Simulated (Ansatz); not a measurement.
## Work function of Y(0001): what the settings cost and change: slab, setting PBE, Ansatz PAW (420 eV)

Ansatz 0.2.0; plane-wave DFT, PBE, Ansatz PAW.

A work function rests on the faint tail of the density, so the SCF threshold is tight. PBE on the default files comes first; the next runs keep the geometry and change functional or files, each at the cutoff that its files recommend; a relaxation and, for heavy metals, spin-orbit coupling close the ladder.

input.yaml reads:

```yaml
crystal:
  lattice:
    - [3.65, 0.0, 0.0]
    - [1.825, 3.1609927238, 0.0]
    - [0.0, 0.0, 35.20245]
  atoms:
    - { symbol: "Y", position: [0.0, 0.0, 0.2556640234] }
    - { symbol: "Y", position: [0.6666666667, 0.6666666667, 0.3371093489] }
    - { symbol: "Y", position: [0.0, 0.0, 0.4185546745] }
    - { symbol: "Y", position: [0.6666666667, 0.6666666667, 0.5] }
    - { symbol: "Y", position: [0.0, 0.0, 0.5814453255] }
    - { symbol: "Y", position: [0.6666666667, 0.6666666667, 0.6628906511] }
    - { symbol: "Y", position: [0.0, 0.0, 0.7443359766] }
kpoints:
  mp_grid: { grid: [13, 13, 1] }
hamiltonian:
  xc: pbe
scf:
  occupations: { method: fermi_dirac, width: 0.1 }
  convergence: { dr2_threshold: 1.0e-09 }
efield:
  axis: 3
  dipole_correction: true
  ramp_position: 0.97
  ramp_width: 0.06
output:
  write_potential: true
  write_density: true
  volumetric_format: npy
  elf: true
```

Command:

```bash
$ ansatz run input.yaml --threads 2 --pin off --max-ram 3072MiB --backend cpu --events-out ev --progress --plain --runs-dir out
```

Before running it: what should come out for the work function, upper face; and electron's electrostatic potential energy less the Fermi level against z?

In the vacuum the potential turns flat, and its height over the Fermi level, 3.37 eV, is the work function of the face beside that plateau.

ELF in the ca plane at fractional y = 0.000, with atoms of Y within 0.2 Å of it. It is the smooth field of the valence electrons, not physical close to the nuclei.

Valence density in the ca plane at fractional y = 0.000, with atoms of Y within 0.2 Å of it.

This step gave:

| Quantity | Value |
| --- | --- |
| work function, upper face | 3.370 eV |

Running mean over 2.867 Å of the planar mean; the ramp of the sawtooth is left out. Electron's electrostatic potential energy less the Fermi level against z:

| z (Å) | electron's electrostatic potential energy less the Fermi level (eV) |
| --- | --- |
| 4 | 3.36 |
| 5 | 3.32 |
| 6 | 3.02 |
| 7 | 1.14 |
| 8 | -4.08 |
| 9 | -5.84 |
| 10 | -5.58 |
| 11 | -5.44 |
| 12 | -5.47 |
| 13 | -5.52 |
| 14 | -5.55 |
| 15 | -5.54 |
| 16 | -5.54 |
| 17 | -5.53 |
| 18 | -5.53 |
| 19 | -5.53 |
| 20 | -5.54 |
| 21 | -5.55 |
| 22 | -5.53 |
| 23 | -5.48 |
| 24 | -5.44 |
| 25 | -5.53 |
| 26 | -5.82 |
| 27 | -4.87 |
| 28 | 0.224 |
| 29 | 2.86 |
| 30 | 3.30 |
| 31 | 3.36 |

Electrostatic potential energy in the ca plane at fractional y = 0.000, with atoms of Y within 0.2 Å of it. With pseudopotentials it is smooth inside the atoms' cores, unlike the true potential.

Values in eV, 6 rows by 16 columns, each cell a mean:
```
-23   5   5   5 -13 -47 -12   5   6   5 -25 -44  -4   6   7   7
 -2   4   1   4   0 -12   1   4   1   4  -3 -11   2   6   7   7
  5   3  -5   1   5   3   5   1  -5   3   5   3   5   7   7   7
  4   3  -4   2   4   1   4   2  -3   4   4   1   5   7   7   7
 -8   4   3   4  -3 -24  -2   4   3   4  -9 -23   1   6   7   7
-27   5   6   5 -17 -50 -15   6   6   4 -29 -48  -6   6   7   7
```
Columns run along c (16.0 Å, from fractional 0.43 to 0.89 of the cell; values clipped at the 3rd and 97th percentile), rows up along a (3.6 Å). Atoms in or near the plane, at fractional coordinates: Y at (0.58, 0.00), Y at (0.74, 0.00).

Ten even steps from '0' (0.00) to '9' (0.85), each cell a mean:
```
97236777774169889723677787316988971000000000
84134433444137998313443345313899830011000000
31232111123212453123211112321355311121100000
12431122112431111243112211343211123432100000
35531133212553223553123321355432345542100000
23431133212442212443113311354322234442100000
11232111113311221133111112332222112222100000
62133222233125886213322224312688620111000000
96235655664159999513665666315999951000000000
98236888874179769723788887317966971000000000
```
Columns run along c (16.0 Å, from fractional 0.43 to 0.89 of the cell), rows up along a (3.6 Å). Atoms in or near the plane, at fractional coordinates: Y at (0.58, 0.00), Y at (0.74, 0.00).

Values in e/Å³, 6 rows by 16 columns, each cell a mean:
```
1.2 0.1 0.1 0.1 0.7 3.0 0.6 0.1 0.1 0.1 1.3 2.7 0.2 0.0 0.0 0.0
0.3 0.1 0.1 0.1 0.2 0.6 0.2 0.1 0.2 0.1 0.3 0.5 0.1 0.0 0.0 0.0
0.1 0.1 0.3 0.1 0.1 0.1 0.1 0.1 0.3 0.1 0.1 0.1 0.0 0.0 0.0 0.0
0.1 0.1 0.3 0.1 0.1 0.1 0.1 0.1 0.2 0.1 0.1 0.1 0.1 0.0 0.0 0.0
0.5 0.1 0.1 0.1 0.3 1.2 0.3 0.1 0.1 0.1 0.5 1.1 0.1 0.0 0.0 0.0
1.5 0.1 0.1 0.1 0.9 3.4 0.8 0.1 0.1 0.1 1.6 3.1 0.3 0.0 0.0 0.0
```
Columns run along c (16.0 Å, from fractional 0.43 to 0.89 of the cell), rows up along a (3.6 Å). Atoms in or near the plane, at fractional coordinates: Y at (0.58, 0.00), Y at (0.74, 0.00).

[Logs are printed without paths, hosts, clocks, repeated set-up lines and the standing remarks that a program may print on its own settings, such as how far it seeks lower states.]

[Hosts, paths, dates, database ids (printed as entryN), source tags and the programs' standing remarks are cut or masked in the printed files.]

[Maps of the electrostatic potential energy from Ansatz leave out the sawtooth potential of an applied field or a dipole correction, so their vacuum need not be flat; planar profiles and work functions include it.]
